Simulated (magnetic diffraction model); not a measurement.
# Which magnetic order? CeMg2Sn2

Space group I4/mmm (no. 139), a = 4.7120 Å, c = 11.1520 Å.

| site | atom | x | y | z |
| --- | --- | --- | --- | --- |
| 2a | Ce | 0 | 0 | 0 |
| 4e | Sn | 1/2 | 1/2 | 0.1293 |
| 4d | Mg | 1/2 | 0 | 1/4 |

This is a made-up structure (elements placed in a structure type, unrelaxed), so the numbers test the method and describe no known phase.

Only Ce is taken to order (form factors of Ce3+); orders and moment sizes are assumed, and not adapted to the symmetry. Radiation: neutrons of λ = 1.8 Å, 2° to 80°; isotropic B of 0.16 Å² (Ce), 0.2 Å² (Sn) and 0.23 Å² (Mg). Simulated constant-wavelength pattern: nuclear and magnetic terms add, the magnetic one as |2.695 fm × Σ f S⊥ exp(2πi Q·r) exp(−B s²)|², summed over all Q at one angle with the factor 1/(sin²θ cos θ). For a modulated order the moment at position r is S exp(−2πi k·r) + c.c., with S = m/2 for a sine wave of amplitude m and S = m(u + iv)/2 for moments turning in a plane, u and v being orthogonal unit vectors in it; the phase factor of the sum at Q = H + k is then exp(2πi H·r). Free-ion form factors, Sears's scattering lengths of 1992, no absorption; a label names one of the reflections at its angle. The strongest nuclear line in the range is 100, and lines under 0.2 are left out.

Above the ordering temperature:

```
2θ (°)    index      I
 18.58  (0 0 2)   14.7
 23.93  (1 0 1)   11.4
 31.34  (1 1 0)   10.6
 35.92  (1 0 3)   78.4
 36.68  (1 1 2)   81.7
 37.67  (0 0 4)    0.9
 44.92  (2 0 0)  100.0
 49.00  (2 0 2)    9.4
 49.78  (1 1 4)   70.9
 51.53  (2 1 1)    5.5
 53.03  (1 0 5)   29.3
 57.92  (0 0 6)    0.6
 58.80  (2 1 3)   66.5
 60.02  (2 0 4)    1.6
 65.40  (2 2 0)   53.9
 67.35  (1 1 6)   40.7
 68.64  (2 2 2)    5.5
 70.71  (3 0 1)    1.7
 71.97  (2 1 5)   36.9
 73.22  (1 0 7)    3.5
 74.31  (3 1 0)    5.0
 76.16  (2 0 6)    1.6
```
(The table stops after 22 lines; 3 more lie at higher angle.)

Below it (cell unchanged):

```
2θ (°)      I
 18.58   14.7
 19.09    2.3
 19.90    0.5
 23.93   11.4
 24.34    2.8
 28.32    0.6
 31.34   10.6
 33.27    0.5
 34.08    1.0
 34.72    0.3
 35.92   78.4
 36.21    1.2
 36.68   81.7
 37.67    0.9
 37.94    0.5
 38.95    0.3
 39.66    0.5
 44.92  100.0
 45.15    0.4
 47.78    0.5
 49.00    9.4
 49.22    0.6
 49.58    0.5
 49.78   70.9
 51.12    0.2
 51.53    5.5
 52.15    0.4
 53.03   29.3
 53.24    0.5
 53.84    0.3
 57.03    0.4
 57.92    0.6
 58.80   66.5
 60.02    1.6
 60.21    0.3
 60.93    0.3
```
(The table stops after 36 lines; 16 more lie at higher angle.)

**Question.** Check that the new lines index with k = (0 1/5 0), then choose among these models:
A. a sine wave with moments along [010] (amplitudes given), 1.5 μB on Ce
B. moments turning in the plane of [001] and [100], 1.5 μB on Ce
C. a sine wave with moments along [100] (amplitudes given), 1.5 μB on Ce
D. moments turning in the plane of [010] and [001], 1.5 μB on Ce

The new lines index as (0 1/5 2) at 19.09°, (0 4/5 1) at 19.90°, (1 1/5 1) at 24.34° and (1 4/5 0) at 28.32°, that is as H ± k with k = (0 1/5 0), one of 2 inequivalent arms of its star (k and −k counted as one), which a powder can't tell apart. Satellites come in pairs about each point of the reciprocal lattice.

Magnetic intensity, observed (below minus above) and for each model:

| 2θ (°) | index | observed | A | B | C | D |
| --- | --- | --- | --- | --- | --- | --- |
| 4.38 | (0 1/5 0) | <0.2 | <0.2 | 48.7 | 24.4 | 24.4 |
| 19.90 | (0 4/5 1) | 0.5 | 0.5 | 4.0 | 2.2 | 2.2 |
| 24.34 | (1 1/5 1) | 2.8 | 2.8 | 3.0 | 0.5 | 5.3 |
| 28.13 | (0 6/5 1) | <0.2 | <0.2 | 2.0 | 1.1 | 1.1 |
| 28.32 | (1 4/5 0) | 0.6 | 0.6 | 1.5 | 0.4 | 1.7 |
| 34.08 | (1 4/5 2) | 1.0 | 1.0 | 1.8 | 0.8 | 2.0 |
| 47.34 | (1 9/5 1) | <0.2 | <0.2 | 1.1 | 0.5 | 0.8 |
| 49.22 | (2 1/5 2) | 0.6 | 0.6 | 0.6 | <0.2 | 1.1 |

Model A matches.

The absence at (0 1/5 0) is telling: Q lies along the moments there, so the part normal to Q vanishes.

The structure used: k = (0 1/5 0), a sine wave with moments along [010] (amplitudes given), 1.5 μB on Ce.

[Logs are printed without paths, hosts, clocks, repeated set-up lines and the standing remarks that a program may print on its own settings, such as how far it seeks lower states.]
